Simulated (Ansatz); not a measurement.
# RbYbF3 (Pm-3m): following an unstable mode, part 2 of 3

Which phase does RbYbF3 (Pm-3m) fall into along its unstable mode, and how much energy does it gain?

Ansatz 0.2.0; DFT PBEsol+U, scalar-relativistic, plane waves, PAW.

So far, highest frequency on path, mesh or solved points (cm⁻¹): step 2 (the dispersion) 478. Also lowest frequency on the path (cm⁻¹): step 2 -81.1.

## 4. The mode frozen in, largest atomic shift 0.45 Å

The atoms are moved along the unstable eigenvector, the largest shift by 0.45 Å, with the cell fixed.

Contents of input.yaml:

```yaml
crystal:
  lattice:
    - [4.5416503417, 4.5416503417, 0.0]
    - [4.5416503417, 0.0, 4.5416503417]
    - [4.5416503417, 0.0, -4.5416503417]
  atoms:
    - { symbol: Rb, position: [0.0, 0.5, 0.5] }
    - { symbol: Rb, position: [0.0, 0.0, 0.0] }
    - { symbol: Yb, position: [0.5, 0.25, 0.75] }
    - { symbol: Yb, position: [0.5, 0.75, 0.25] }
    - { symbol: F, position: [0.5, 0.0350311041, 0.4649688959] }
    - { symbol: F, position: [0.5, 0.4649688959, 0.0350311041] }
    - { symbol: F, position: [0.0, 0.4649688959, 0.0350311041] }
    - { symbol: F, position: [0.0, 0.0350311041, 0.4649688959] }
    - { symbol: F, position: [0.4299377919, 0.5700622081, 0.5700622081] }
    - { symbol: F, position: [0.5700622081, -0.0700622081, -0.0700622081] }
kpoints:
  mp_grid: { grid: [6, 6, 6] }
hamiltonian:
  xc: pbesol
  hubbard: { sites: [{ species: Yb, l: f, u_eff: 6.0 }] }
scf:
  occupations: { method: gaussian, width: 0.02 }
output:
  forces: true
  stress: true
  eigenvalues: true
```

Run with:

```console
$ ansatz run input.yaml --threads 8 --pin off --max-ram 14336MiB --backend cpu --events-out ev --progress --plain --runs-dir out
```

The log of the run:

```text
[...]
Crystal: 10 atoms, lattice volume = 187.357 Å³
Basis set: ecut = 420 eV, 3695 PW (Γ), exchange–correlation on 90×90×90 points (8 copies of the dense FFT grid, shifted against one another)
Bands: 65, of which v1, the nominal top of the filled ones, is band 54 counted from 1 (53 counted from 0)
Symmetry: 8 space group operations
[...]
k-points: 46 of 216
[...]
k-point 0: bands = [... 50 lower, 7.5884, 7.7218, 7.7277, 7.7416, 9.0292, 11.9079, 12.1814, 12.2784, ... 7 higher]
  k-point 1: bands = [... 50 lower, 7.5834, 7.7051, 7.7105, 7.7252, 9.3303, 12.0477, 12.3212, 12.3853, ... 7 higher]
  k-point 2: bands = [... 50 lower, 7.5921, 7.6642, 7.6707, 7.6840, 10.1056, 12.0299, 12.4264, 12.5581, ... 7 higher]
  k-point 45: bands = [... 50 lower, 7.6244, 7.6623, 7.6744, 7.6929, 11.5743, 11.9111, 12.0426, 12.1343, ... 7 higher]
Occupation matrices written to <dir>
[key lines of the parts left out:]
SCF converged after 11 iterations
Free energy (F): -38605.442124 eV
Fermi energy:    8.385425 eV
P = ⅓ Tr σ = -0.8927 GPa (-8.927 kbar)
```

The job ended after 5.1 s (8 threads of Intel Xeon Platinum 8488C (Sapphire Rapids), shared host; peak memory 1.4 GiB; 38 s of CPU time).

Read from the output:

```
pressure                         : -0.8927 GPa
gap on the k-mesh                : 1.288 eV
energy from the undistorted cell : -9.34 meV/atom
```

The energy, extrapolated to zero smearing, is -9.34 meV/atom against the undistorted cell.

The run ends at a pressure of -0.89 GPa, with forces up to 0.11 eV/Å.

## 5. Energy along the mode, all amplitudes (two of the runs are shown above)

An imaginary frequency means negative curvature, so the energy should fall and then rise again as anharmonic terms take over.

This step gave:

| Quantity | Value |
| --- | --- |
| depth at the lowest point sampled | 9.34 meV/atom |
| largest atomic shift at that point | 0.45 Å |

Table of energy from the parent by largest atomic shift:

```csv
largest atomic shift (Å),energy from the parent (meV/atom)
0.000,0
0.040,-0.146
0.080,-0.579
0.140,-1.71
0.220,-3.91
0.320,-7.02
0.450,-9.34
0.600,-3.99
```

Displacement at unit largest shift by atom:

```csv
atom,x (Å),y (Å),z (Å),size
Rb1,0.000,0.000,0.000,0.000
Rb2,0.000,0.000,0.000,0.000
Yb3,0.000,0.000,0.000,0.000
Yb4,0.000,0.000,0.000,0.000
F5,0.000,0.000,0.707,0.707
F6,0.000,0.000,-0.707,0.707
F7,0.000,0.000,-0.707,0.707
F8,0.000,0.000,0.707,0.707
F9,0.707,-0.707,0.000,1.000
F10,-0.707,0.707,0.000,1.000
```

The lowest step is at 0.45 Å, 9.34 meV/atom below the parent, and the energy rises beyond it.

## 6. Relaxation from the frozen mode

Starting from the lowest point found, all atoms and the cell are let go, so that strain and other modes of the same symmetry can join in.

Changes to input.yaml since step 4:

```diff
@@ -22,3 +22,3 @@
 scf:
-  occupations: { method: gaussian, width: 0.02 }
+  occupations: { method: fixed }
 output:
@@ -27 +27,6 @@
   eigenvalues: true
+relax:
+  adjacent_minimum: "off"
+  f_tol: 0.002
+  max_steps: 120
+  cell: { stress_tol: 0.03 }
```

The log of the run:

```text
[...]
Crystal: 10 atoms, lattice volume = 187.357 Å³
Basis set: ecut = 420 eV, 3695 PW (Γ), exchange–correlation on 90×90×90 points (8 copies of the dense FFT grid, shifted against one another)
Bands: 65, of which v1, the nominal top of the filled ones, is band 54 counted from 1 (53 counted from 0)
Symmetry: 8 space group operations
[...]
k-points: 46 of 216
[...]
SCF iter   1: F=—  HF=-38610.931187 eV  |F-HF|=—  |Δ(HF+E_count)|=         —  Δρ=9.72e-2  dr2=1.64e1  ethr=3.10e-3  ⟨swp⟩=5.9  Hψ=11189  notcnv=0  defer=322
[...]
SCF iter  11: F=-38605.442124 eV  HF=-38605.442124 eV  |F-HF|=4.58e-8  |Δ(HF+E_count)|=   5.61e-7  Δρ=4.61e-6  dr2=3.37e-8  ethr=9.26e-11  ⟨swp⟩=15.9  Hψ=23498  notcnv=0
SCF 1 converged in 11 iterations: F = -38605.442124 eV  dr2 = 3.37e-8
[...]
relax step   1: F+E_penalty+E_count = -38605.44212427 eV  Δ(F+E_penalty+E_count) = +0.000e0 eV  max|allowed force component| = 7.804e-2 eV/Å  Δτ_max = 0.0000 Å  P = -0.893 GPa  Ω = 187.357 Å³  (11 SCF iters, dr2 threshold 1.00e-7 eV, accepted)
Crystal: 10 atoms, lattice volume = 183.270 Å³
Basis set: ecut = 420 eV, 3591 PW (Γ), exchange–correlation on 90×90×90 points (8 copies of the dense FFT grid, shifted against one another)
[...]
iter 1 solved again at ethr=7.98e-5 eV; its pass at ethr=3.10e-3 eV (dr2=8.62e-2 eV) is discarded
[...]
SCF iter   8: F=-38605.473314 eV  HF=-38605.473314 eV  |F-HF|=3.65e-8  |Δ(HF+E_count)|=   6.04e-6  Δρ=2.02e-5  dr2=5.34e-7  ethr=9.26e-10  ⟨swp⟩=15.4  Hψ=23194  notcnv=0
SCF 2 converged in 8 iterations: F = -38605.473314 eV  dr2 = 5.34e-7
[...]
relax step   2: F+E_penalty+E_count = -38605.47331388 eV  Δ(F+E_penalty+E_count) = -3.119e-2 eV  max|allowed force component| = 6.374e-2 eV/Å  Δτ_max = 0.0775 Å  P = +0.222 GPa  Ω = 183.270 Å³  energy of the carried Pulay correction = +1.134e-2 eV  (8 SCF iters, dr2 threshold 1.00e-6 eV, accepted)
Crystal: 10 atoms, lattice volume = 182.744 Å³
Basis set: ecut = 420 eV, 3575 PW (Γ), exchange–correlation on 90×90×90 points (8 copies of the dense FFT grid, shifted against one another)
[...]
SCF iter   8: F=-38605.476223 eV  HF=-38605.476223 eV  |F-HF|=1.74e-8  |Δ(HF+E_count)|=   1.36e-7  Δρ=7.50e-6  dr2=8.41e-8  ethr=2.35e-10  ⟨swp⟩=15.2  Hψ=22319  notcnv=0
SCF 3 converged in 8 iterations: F = -38605.476223 eV  dr2 = 8.41e-8
relax step   3: F+E_penalty+E_count = -38605.47622328 eV  Δ(F+E_penalty+E_count) = -2.909e-3 eV  max|allowed force component| = 5.495e-2 eV/Å  Δτ_max = 0.0420 Å  P = +0.306 GPa  Ω = 182.744 Å³  energy of the carried Pulay correction = +1.281e-2 eV  (8 SCF iters, dr2 threshold 2.54e-7 eV, accepted)
[...]
relax step   4: F+E_penalty+E_count = -38605.47734112 eV  Δ(F+E_penalty+E_count) = -1.118e-3 eV  max|allowed force component| = 1.670e-2 eV/Å  Δτ_max = 0.0156 Å  P = +0.064 GPa  Ω = 183.583 Å³  energy of the carried Pulay correction = +1.046e-2 eV  (7 SCF iters, dr2 threshold 2.66e-7 eV, accepted)
[...]
relax step   5: F+E_penalty+E_count = -38605.47831322 eV  Δ(F+E_penalty+E_count) = -9.721e-4 eV  max|allowed force component| = 2.758e-3 eV/Å  Δτ_max = 0.0241 Å  P = +0.005 GPa  Ω = 183.516 Å³  energy of the carried Pulay correction = +1.065e-2 eV  (8 SCF iters, dr2 threshold 1.74e-8 eV, accepted)
[...]
relax step   6: F+E_penalty+E_count = -38605.47824562 eV  Δ(F+E_penalty+E_count) = +6.760e-5 eV  max|allowed force component| = 2.197e-4 eV/Å  Δτ_max = 0.0025 Å  P = -0.000 GPa  Ω = 183.549 Å³  energy of the carried Pulay correction = +1.055e-2 eV  (7 SCF iters, dr2 threshold 2.56e-9 eV, accepted)
[...]
relax step   7: F+E_penalty+E_count = -38605.46878459 eV  Δ(F+E_penalty+E_count) = +9.461e-3 eV  max|allowed force component| = 2.334e-4 eV/Å  Δτ_max = 0.0000 Å  P = -0.103 GPa  Ω = 183.549 Å³  stress off target by 1.30e-1 GPa  SCF on the basis re-selected at this cell (its energy is not comparable with the rows above)  (7 SCF iters)
[...]
relax step   8: F+E_penalty+E_count = -38605.47003467 eV  Δ(F+E_penalty+E_count) = -1.250e-3 eV  max|allowed force component| = 3.045e-4 eV/Å  Δτ_max = 0.0026 Å  P = +0.004 GPa  Ω = 183.155 Å³  energy of the carried Pulay correction = +1.105e-3 eV  (6 SCF iters, dr2 threshold 4.23e-8 eV, accepted)
[...]
SCF iter   7: F=-38605.468972 eV  HF=-38605.468972 eV  |F-HF|=7.28e-12  |Δ(HF+E_count)|=  7.28e-12  Δρ=6.75e-8  dr2=9.55e-12  ethr=1.00e-12  ⟨swp⟩=15.9  Hψ=21451  notcnv=0
SCF 9 converged in 7 iterations: F = -38605.468972 eV  dr2 = 9.55e-12
relax step   9: F+E_penalty+E_count = -38605.46897218 eV  Δ(F+E_penalty+E_count) = +1.062e-3 eV  max|allowed force component| = 3.102e-4 eV/Å  Δτ_max = 0.0000 Å  P = -0.002 GPa  Ω = 183.155 Å³  stress off target by 1.07e-2 GPa  SCF on the basis re-selected at this cell (its energy is not comparable with the rows above)  (7 SCF iters)
[...]
SCF converged after 7 iterations
Free energy (F): -38605.468972 eV
[...]
Internal energy: -38605.468972 eV  (E = F + TS)
E sigma→0 (E₀):  -38605.468972 eV
Fermi energy:    7.987803 eV
[...]
--- Forces (eV/Å), atoms counted from 1 ---
  atom   1  Rb    -0.00010206     0.00010206     0.00000000
  atom   2  Rb     0.00010206    -0.00010206     0.00000000
  atom   3  Yb     0.00000000    -0.00000000    -0.00000000
  atom   4  Yb     0.00000000    -0.00000000     0.00000000
  atom   5  F      0.00000000     0.00000000    -0.00002764
  atom   6  F      0.00000000     0.00000000     0.00002764
  atom   7  F      0.00000000     0.00000000     0.00002764
  atom   8  F      0.00000000     0.00000000    -0.00002764
  atom   9  F      0.00031022    -0.00031022     0.00000000
  atom  10  F     -0.00031022     0.00031022     0.00000000
  max |Σ_I F_I| component: 2.17e-19 eV/Å
--- Stress (GPa, compression-positive) ---
       -0.002960      -0.007758       0.000000
       -0.007758      -0.002960       0.000000
        0.000000       0.000000      -0.000040
  P = ⅓ Tr σ = -0.0020 GPa (-0.020 kbar)
--- Band table (eV; the first three rows and the last of 46) ---
  k-point 0: bands = [... 50 lower, 7.8385, 7.9695, 7.9778, 7.9878, 9.3329, 12.1872, 12.5144, 12.5238, ... 7 higher]
  k-point 1: bands = [... 50 lower, 7.8311, 7.9524, 7.9612, 7.9712, 9.6380, 12.3206, 12.6296, 12.6434, ... 7 higher]
  k-point 2: bands = [... 50 lower, 7.8375, 7.9119, 7.9209, 7.9296, 10.4209, 12.3204, 12.7380, 12.8112, ... 7 higher]
  k-point 45: bands = [... 50 lower, 7.8717, 7.9155, 7.9190, 7.9400, 11.8861, 12.2075, 12.3360, 12.5276, ... 7 higher]
Occupation matrices written to <dir>
--- Relaxed structure (7 steps of the walk, 7 accepted, 2 SCFs on fresh bases) ---
  F+E_penalty+E_count = -38605.46897218 eV   max|allowed force component| = 3.102e-4 eV/Å   (the final SCF, on the basis selected at the relaxed cell)
  cell:  # Å, volume = 183.1551 Å³
    - [4.503089, 4.503089, 0.0]
    - [4.519690, -0.016601, 4.483091]
    - [4.519690, -0.016601, -4.483091]
  atoms:
    - { symbol: Rb, position: [0.00992029, 0.490080, 0.490080] }
    - { symbol: Rb, position: [-0.00992029, 0.00992029, 0.00992029] }
    - { symbol: Yb, position: [0.500000, 0.250000, 0.75] }
    - { symbol: Yb, position: [0.500000, 0.75, 0.250000] }
    - { symbol: F, position: [0.5, 0.042001, 0.457999] }
    - { symbol: F, position: [0.5, 0.457999, 0.042001] }
    - { symbol: F, position: [0.0, 0.457999, 0.042001] }
    - { symbol: F, position: [0.0, 0.042001, 0.457999] }
    - { symbol: F, position: [0.424206, 0.575794, 0.575794] }
    - { symbol: F, position: [0.575794, -0.075794, -0.075794] }
```

Elapsed: 37 s, on 8 threads; peak memory 1.4 GiB.

Relaxation path:

```csv
step,energy less that of the first step (eV),largest force component (eV/Å),pressure (GPa),volume (Å³)
1,0.0000,0.0780,-0.89,187.36
2,-0.0312,0.0637,0.22,183.27
3,-0.0341,0.0549,0.31,182.74
4,-0.0352,0.0167,0.06,183.58
5,-0.0362,0.0028,0.00,183.52
6,-0.0361,0.0002,0.00,183.55
7*,-0.0267,0.0002,-0.10,183.55
8,-0.0279,0.0003,0.00,183.16
9*,-0.0268,0.0003,0.00,183.16
```

Relaxation steps marked * repeat the geometry before them on a plane-wave basis chosen anew for their cell, so energy and pressure can jump there.

Forces are held to the 8 operations that the program found; a distortion that breaks them can't arise in this run.

```csv
"conventional cell, symmetrised",before,after,change
a (Å),6.423,6.368,-0.8 %
b (Å),9.083,8.966,-1.3 %
c (Å),6.423,6.415,-0.1 %
volume (Å³/atom),18.74,18.32,-2.2 %
```

The atoms that moved most (Å, as changes of fractional coordinates times the final cell):

```csv
atom,dx,dy,dz,length
Rb1,-0.045,0.045,0.000,0.064
Rb2,0.045,-0.045,0.000,0.064
F7,0.000,0.000,-0.062,0.062
F8,0.000,0.000,0.062,0.062
F6,0.000,0.000,-0.062,0.062
F5,0.000,0.000,0.062,0.062
F9,0.026,-0.026,0.000,0.037
F10,-0.026,0.026,0.000,0.037
```

The relaxed structure:

```cif
data_structure
_symmetry_space_group_name_H-M 'P 1'
_symmetry_Int_Tables_number 1
_cell_length_a 6.3683
_cell_length_b 6.3660
_cell_length_c 6.3660
_cell_angle_alpha 89.534
_cell_angle_beta 59.988
_cell_angle_gamma 59.988
_cell_volume 183.16
loop_
_atom_site_label
_atom_site_type_symbol
_atom_site_fract_x
_atom_site_fract_y
_atom_site_fract_z
_atom_site_occupancy
Rb1 Rb 0.00992 0.49008 0.49008 1
Rb2 Rb 0.99008 0.00992 0.00992 1
Yb3 Yb 0.50000 0.25000 0.75000 1
Yb4 Yb 0.50000 0.75000 0.25000 1
F5 F 0.50000 0.04200 0.45800 1
F6 F 0.50000 0.45800 0.04200 1
F7 F 0.00000 0.45800 0.04200 1
F8 F 0.00000 0.04200 0.45800 1
F9 F 0.42421 0.57579 0.57579 1
F10 F 0.57579 0.92421 0.92421 1
```

This step gave:

```yaml
pressure: -0.001987 GPa
gap_on_the_k_mesh: 1.345 eV
volume_per_atom: 18.32 Å³
```

The distorted start has space group Imma; the relaxation ends in Imma.

## 7. The new phase in its own primitive cell

The relaxed structure is symmetrised, reduced to its primitive cell and relaxed tightly, as its phonons need.

Contents of input.yaml:

```yaml
crystal:
  lattice:
    - [-3.1841647529, 4.4830912028, 3.20764184]
    - [3.1841647529, -4.4830912028, 3.20764184]
    - [3.1841647529, 4.4830912028, -3.20764184]
  atoms:
    - { symbol: Rb, position: [0.2400797138, 0.9900797138, 0.25] }
    - { symbol: Rb, position: [0.7599202862, 0.0099202862, 0.75] }
    - { symbol: Yb, position: [0.5, 0.5, 0.0] }
    - { symbol: Yb, position: [0.0, 0.5, 0.5] }
    - { symbol: F, position: [0.2079987885, 0.5, 0.2079987885] }
    - { symbol: F, position: [0.7920012115, 0.5, 0.7920012115] }
    - { symbol: F, position: [0.7920012115, 0.0, 0.2920012115] }
    - { symbol: F, position: [0.2079987885, 0.0, 0.7079987885] }
    - { symbol: F, position: [0.3257938814, 0.5757938814, 0.75] }
    - { symbol: F, position: [0.6742061186, 0.4242061186, 0.25] }
kpoints:
  mp_grid: { grid: [6, 6, 6] }
hamiltonian:
  xc: pbesol
  hubbard: { sites: [{ species: Yb, l: f, u_eff: 6.0 }] }
scf:
  occupations: { method: fixed }
output:
  forces: true
  stress: true
  eigenvalues: true
relax:
  adjacent_minimum: "off"
  f_tol: 0.001
  max_steps: 60
  cell: { stress_tol: 0.01 }
```

The log of the run:

```text
[...]
Crystal: 10 atoms, lattice volume = 183.155 Å³
Basis set: ecut = 420 eV, 3591 PW (Γ), exchange–correlation on 90×90×90 points (8 copies of the dense FFT grid, shifted against one another)
Bands: 65, of which v1, the nominal top of the filled ones, is band 54 counted from 1 (53 counted from 0)
Symmetry: 8 space group operations
[...]
k-points: 46 of 216
[...]
- { symbol: Yb, position: [0.500000, 0.500000, 0] }
    - { symbol: Yb, position: [0, 0.500000, 0.500000] }
    - { symbol: F, position: [0.207998, 0.500000, 0.207998] }
    - { symbol: F, position: [0.792002, 0.500000, 0.792002] }
    - { symbol: F, position: [0.792002, 0.0, 0.292002] }
    - { symbol: F, position: [0.207998, -5.551115e-17, 0.707998] }
    - { symbol: F, position: [0.325845, 0.575845, 0.750000] }
    - { symbol: F, position: [0.674155, 0.424155, 0.250000] }
[key lines of the parts left out:]
SCF converged after 6 iterations
Free energy (F): -38605.468983 eV
Fermi energy:    7.988621 eV
P = ⅓ Tr σ = 0.0001 GPa (0.001 kbar)
```

Wall time 13 s (8 threads); peak memory 1.4 GiB.

Little changed from the start: no atom moved by 0.005 Å and no cell edge by 0.1 %.

Numbers from this step:

| Item | Value |
| --- | --- |
| pressure | 5.12e-5 GPa |
| volume per atom | 18.31 Å³ |
| direct gap on mesh | 1.345 eV |

The largest force component left is 0.49 meV/Å and the pressure is 0.000 GPa, within the tolerances set. The cell now holds 18.31 Å³/atom.

(Part 2 of 3 ends here.)

[Long decimals in the printed logs are rounded to 6 places.]

[Logs are printed without paths, hosts, clocks, repeated set-up lines and the standing remarks that a program may print on its own settings, such as how far it seeks lower states.]

[Hosts, paths, dates, database ids (printed as entryN), source tags and the programs' standing remarks are cut or masked in the printed files.]

[Where the starting crystal was built by hand or by swapping elements, it need not be the compound's stable phase.]
